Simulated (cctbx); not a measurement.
## Li4NbV3S8 with cctbx, script by script

Library: cctbx 2025.11. The data are simulated by the first script.

## 1. Simulate the data

run.py:

```python
from cctbx import adptbx, crystal, miller, sgtbx, xray
from cctbx.array_family import flex
from iotbx.shelx import hklf
from scitbx import matrix
import scitbx.random

cs = crystal.symmetry(unit_cell=(6.898, 6.898, 18.555, 90, 90, 120), space_group_symbol='Hall: -R 3 2"')  # R-3m
atoms = [  # label, site, U (iso, or U11 U22 U33 U12 U13 U23 in A^2), occupancy
    ("Nb1", (0, 0, 0), (0.0321, 0.0321, 0.0135, 0.0161, -0.0000, 0.0000), 0.8),
    ("V1", (0, 0, 0), (0.0321, 0.0321, 0.0135, 0.0161, -0.0000, 0.0000), 0.2),
    ("V2", (0, 0.5, 0), (0.0142, 0.0240, 0.0224, 0.0071, -0.0055, -0.0027), 0.9333),
    ("Nb2", (0, 0.5, 0), (0.0142, 0.0240, 0.0224, 0.0071, -0.0055, -0.0027), 0.0667),
    ("S1", (0.0174, 0.5087, 0.2471), (0.0237, 0.0215, 0.0174, 0.0119, 0.0000, 0.0000), 1),
    ("S2", (0, 0, 0.2607), (0.0217, 0.0217, 0.0161, 0.0108, 0.0000, 0.0000), 1),
    ("Li1", (1/3, 0.16667, 0.16667), (0.0570, 0.0581, 0.0594, 0.0285, -0.0074, -0.0037), 1),
    ("Li2", (1/3, 2/3, 0.16667), (0.0374, 0.0374, 0.0361, 0.0187, 0.0000, 0.0000), 1),
]
xs = xray.structure(crystal_symmetry=cs)
for label, site, u, occ in atoms:
    u = adptbx.u_cif_as_u_star(cs.unit_cell(), u) if isinstance(u, tuple) else u
    xs.add_scatterer(xray.scatterer(label, site=site, u=u, occupancy=occ))
xs.set_inelastic_form_factors(0.7749, "sasaki")
xs.show_summary()
p1 = xs.expand_to_p1()
ms = miller.build_set(p1, anomalous_flag=True, d_min=0.7)
flex.set_random_seed(525113)
scitbx.random.set_random_seed(525113)
ms = ms.select(flex.random_double(ms.size()) < 0.95)
i = ms.structure_factors_from_scatterers(p1, algorithm="direct").f_calc().as_intensity_array().data()
i = i / flex.sqrt(1 + 0.1 * i / flex.max(i))  # extinction
i = i * 40000 / flex.max(i)
sig = flex.sqrt(i + flex.pow2(0.02 * i) + 8 ** 2)
noise = scitbx.random.variate(scitbx.random.normal_distribution())(i.size())
data = ms.array(data=i + sig * noise, sigmas=sig).set_observation_type_xray_intensity()
with open("data.hkl", "w") as f:
    data.export_as_shelx_hklf(f)
print("reflections written:", data.size(), " <I/sigma> = %.1f" % flex.mean(data.data() / data.sigmas()))
for h, a, b in list(data.sort("data"))[:12]:
    print("%4d%4d%4d %9.1f %7.1f" % (h + (a, b)))
```

```console
$ python run.py
```

```text
Number of scatterers: 8
At special positions: 8
Unit cell: (6.898, 6.898, 18.555, 90, 90, 120)
Space group: R -3 m :H (No. 166)
reflections written: 8810  <I/sigma> = 3.5
  -2   2  -4   40890.7   824.7
   0   2   4   40120.2   824.7
  -2   0   4   40012.5   824.7
   2  -2   4   39762.7   824.7
   0  -2  -4   39139.8   824.7
   2   0  -4   39102.2   824.7
   2  -2  -8   27215.5   556.1
   0   2  -8   27186.8   556.1
  -2   2   8   27051.8   556.1
   0  -2   8   26495.5   556.1
  -2   0  -8   26171.7   556.1
   2   0   8   25393.6   556.1
```

It took 0.45 s on 1 thread of Arm Neoverse N1, on a shared host, peak memory 0.07 GiB.

## 2. Refinement

run.py:

```python
import math
from cctbx import adptbx, crystal, maptbx, sgtbx, xray
from cctbx.array_family import flex
from cctbx.xray import observations
from iotbx.shelx import hklf
from scitbx.lstbx import normal_eqns_solving
from smtbx import absolute_structure, utils
from smtbx.refinement import constraints, least_squares

cs = crystal.symmetry(unit_cell=(6.898, 6.898, 18.555, 90, 90, 120), space_group_symbol='Hall: -R 3 2"')  # R-3m
atoms = [  # label, site, U (iso, or U11 U22 U33 U12 U13 U23 in A^2), occupancy
    ("Nb1", (0, 0, 0), 0.0200, 1),
    ("V2", (0, 0.5, 0), 0.0200, 1),
    ("S1", (0.0174, 0.5087, 0.2471), 0.0200, 1),
    ("S2", (0, 0, 0.2607), 0.0200, 1),
    ("Li1", (1/3, 0.16667, 0.16667), 0.0200, 1),
    ("Li2", (1/3, 2/3, 0.16667), 0.0200, 1),
]
xs = xray.structure(crystal_symmetry=cs)
for label, site, u, occ in atoms:
    u = adptbx.u_cif_as_u_star(cs.unit_cell(), u) if isinstance(u, tuple) else u
    xs.add_scatterer(xray.scatterer(label, site=site, u=u, occupancy=occ))
xs.set_inelastic_form_factors(0.7749, "sasaki")
xs.convert_to_anisotropic()
raw = hklf.reader(file_name="data.hkl").as_miller_arrays(crystal_symmetry=cs, anomalous=True)[0]
merged = raw.eliminate_sys_absent().merge_equivalents()
fo2 = merged.array().set_observation_type_xray_intensity()
print("Rint %.3f, %d unique reflections to %.2f A" % (merged.r_int(), fo2.size(), fo2.d_min()))
for sc in xs.scatterers():
    sc.flags.set_grad_site(True)
    sc.flags.set_grad_u_aniso(sc.flags.use_u_aniso())
    sc.flags.set_grad_u_iso(sc.flags.use_u_iso())
obs = fo2.as_xray_observations()
extra = {}
rep = constraints.reparametrisation(xs, [], utils.connectivity_table(xs), **extra)
ls = least_squares.crystallographic_ls(obs, rep, weighting_scheme=least_squares.mainstream_shelx_weighting(a=0, b=0))
print("cycle     R1     wR2    GooF  max shift (A)")
for cycle in range(12):
    ls.build_up()
    r1, wr2, goof = ls.r1_factor(cutoff_factor=2)[0], ls.wR2(), ls.goof()
    old = xs.sites_cart()
    normal_eqns_solving.levenberg_marquardt_iterations(ls, n_max_iterations=3, tau=1e-06, step_threshold=1e-7)
    big = flex.max((xs.sites_cart() - old).norms())
    print("%4d %7.4f %7.4f %7.3f %9.5f" % (cycle + 1, r1, wr2, goof, big))
    ls.build_up(objective_only=True)
    if abs(ls.wR2() - wr2) < 5e-5 and big < 5e-4:
        break
ls.build_up()
print("final R1 %.4f wR2 %.4f GooF %.3f  parameters %d  data/parameter %.1f" % (ls.r1_factor(cutoff_factor=2)[0], ls.wR2(), ls.goof(), ls.n_parameters, fo2.size() / ls.n_parameters))
cov = ls.covariance_matrix_and_annotations()
su = dict(zip(cov.annotations, (math.sqrt(max(v, 0)) for v in cov.matrix.matrix_packed_u_diagonal())))
a2 = cs.unit_cell().reciprocal_parameters()[0] ** -2
print("atom        x        y        z      Ueq    occ   su(xyz)  su(Uiso or U11)")
for sc in xs.scatterers():
    s = max(su.get(sc.label + k, 0) for k in (".x", ".y", ".z"))
    npd = "" if sc.is_positive_definite_u(cs.unit_cell()) else "  NPD"
    print("%-5s %8.5f %8.5f %8.5f %8.4f %6.3f %8.5f %7.4f%s" % ((sc.label,) + sc.site + (sc.u_iso_or_equiv(cs.unit_cell()), sc.occupancy, s, su.get(sc.label + ".uiso", su.get(sc.label + ".u11", 0) * a2), npd)))
fo = fo2.f_sq_as_f()
fc = fo.structure_factors_from_scatterers(xs, algorithm="direct").f_calc()
diff = fo.f_obs_minus_f_calc(1 / math.sqrt(ls.scale_factor()), fc).average_bijvoet_mates()
m = diff.fft_map(symmetry_flags=maptbx.use_space_group_symmetry, resolution_factor=0.25).apply_volume_scaling()
print("difference map: max %.2f min %.2f rms %.2f" % (m.statistics().max(), m.statistics().min(), m.statistics().sigma()))
peaks = m.peak_search(parameters=maptbx.peak_search_parameters(min_distance_sym_equiv=0.6, max_clusters=6)).all()
near = xs.closest_distances(peaks.sites(), distance_cutoff=4)
sps = cs.special_position_settings(min_distance_sym_equiv=0.5)
for k, (x, h) in enumerate(zip(peaks.sites(), peaks.heights())):
    ss = sps.site_symmetry(x)
    print("Q%-3d %7.4f %7.4f %7.4f %4d %7.2f  %.2f A from %s" % ((k + 1,) + tuple(t % 1 for t in ss.exact_site()) + (ss.multiplicity(), h, near.smallest_distances[k], xs.scatterers()[near.i_seqs[k]].label)))
```

```console
$ python run.py
```

```text
Rint 0.027, 326 unique reflections to 0.70 A
cycle     R1     wR2    GooF  max shift (A)
   1  0.1223  0.2564  11.887   0.00119
   2  0.0367  0.0798   3.701   0.00035
   3  0.0373  0.0798   3.697   0.00004
final R1 0.0373 wR2 0.0798 GooF 3.697  parameters 21  data/parameter 15.5
atom        x        y        z      Ueq    occ   su(xyz)  su(Uiso or U11)
Nb1    0.00000  0.00000  0.00000   0.0300  1.000  0.00000  0.0006
V2     0.00000  0.50000  0.00000   0.0172  1.000  0.00000  0.0006
S1     0.01727  0.50864  0.24714   0.0188  1.000  0.00023  0.0007
S2     0.00000  0.00000  0.26061   0.0183  1.000  0.00013  0.0008
Li1    0.33333  0.16667  0.16667   0.0704  1.000  0.00000  0.0197
Li2    0.33333  0.66667  0.16667   0.0680  1.000  0.00000  0.0196
difference map: max 1.50 min -1.62 rms 0.20
Q1    0.0000  0.0000  0.5000    3    1.50  0.00 A from Li2
Q2    0.0000  0.4512  0.0000   18    1.43  0.34 A from V2
Q3    0.0000  0.0000  0.0000    3    1.27  0.00 A from Nb1
Q4    0.0000  0.0000  0.2756    6    0.92  0.28 A from S2
Q5    0.0000  0.0000  0.2367    6    0.46  0.44 A from S2
Q6    0.0828  0.2687  0.5753   36    0.42  0.46 A from S1
```

Time: 0.68 s.

This run holds a fault made on purpose: disorder ignored: each site full, of its main element.

## 3. Refinement (occupancies of the disordered sites free, main element alone)

run.py, as its changes from the last script of this kind:

```diff
@@ -12,6 +12,6 @@
-    ("Nb1", (0, 0, 0), 0.0200, 1),
-    ("V2", (0, 0.5, 0), 0.0200, 1),
-    ("S1", (0.0174, 0.5087, 0.2471), 0.0200, 1),
-    ("S2", (0, 0, 0.2607), 0.0200, 1),
-    ("Li1", (1/3, 0.16667, 0.16667), 0.0200, 1),
-    ("Li2", (1/3, 2/3, 0.16667), 0.0200, 1),
+    ("Nb1", (0, 0, 0), 0.0120, 1),
+    ("V2", (0, 0.5, 0), 0.0120, 1),
+    ("S1", (0.01727, 0.50864, 0.24714), 0.0120, 1),
+    ("S2", (0, 0, 0.26061), 0.0120, 1),
+    ("Li1", (1/3, 0.16667, 0.16667), 0.0120, 1),
+    ("Li2", (1/3, 2/3, 0.16667), 0.0120, 1),
@@ -32,0 +33 @@
+    sc.flags.set_grad_occupancy(sc.label in ('Nb1', 'V2'))
@@ -38 +39 @@
-for cycle in range(12):
+for cycle in range(20):
@@ -57,0 +59,2 @@
+print("su of occupancy Nb1: %.3f" % su["Nb1.occ"])
+print("su of occupancy V2: %.3f" % su["V2.occ"])
```

```console
$ python run.py
```

```text
Rint 0.027, 326 unique reflections to 0.70 A
cycle     R1     wR2    GooF  max shift (A)
   1  0.1589  0.3017  14.031   0.00144
   2  0.0222  0.0466   2.168   0.00043
   3  0.0164  0.0316   1.470   0.00025
   4  0.0139  0.0250   1.163   0.00013
   5  0.0129  0.0224   1.041   0.00007
   6  0.0125  0.0214   0.996   0.00004
   7  0.0123  0.0211   0.979   0.00002
   8  0.0122  0.0209   0.973   0.00001
   9  0.0122  0.0209   0.970   0.00000
final R1 0.0122 wR2 0.0208 GooF 0.969  parameters 23  data/parameter 14.2
atom        x        y        z      Ueq    occ   su(xyz)  su(Uiso or U11)
Nb1    0.00000  0.00000  0.00000   0.0263  0.926  0.00000  0.0002
V2     0.00000  0.50000  0.00000   0.0205  1.061  0.00000  0.0002
S1     0.01754  0.50877  0.24708   0.0202  1.000  0.00007  0.0002
S2     0.00000  0.00000  0.26073   0.0193  1.000  0.00003  0.0002
Li1    0.33333  0.16667  0.16667   0.0581  1.000  0.00000  0.0044
Li2    0.33333  0.66667  0.16667   0.0363  1.000  0.00000  0.0030
su of occupancy Nb1: 0.003
su of occupancy V2: 0.004
difference map: max 0.33 min -0.39 rms 0.09
Q1    0.9980  0.4003  0.4563   36    0.34  1.06 A from Li1
Q2    0.0000  0.0000  0.2788    6    0.32  0.34 A from S2
Q3    0.0887  0.1774  0.4248   18    0.31  1.64 A from S1
Q4    0.0390  0.5195  0.2984   18    0.30  0.96 A from S1
Q5    0.0922  0.5461  0.5705   18    0.29  1.42 A from Li1
Q6    0.0510  0.1021  0.5523   18    0.27  1.15 A from Li2
```

It took 1.1 s on 1 thread of Arm Neoverse N1, with other jobs on the host, peak memory 0.09 GiB.

[Logs are printed without paths, hosts, clocks, repeated set-up lines and the standing remarks that a program may print on its own settings, such as how far it seeks lower states.]
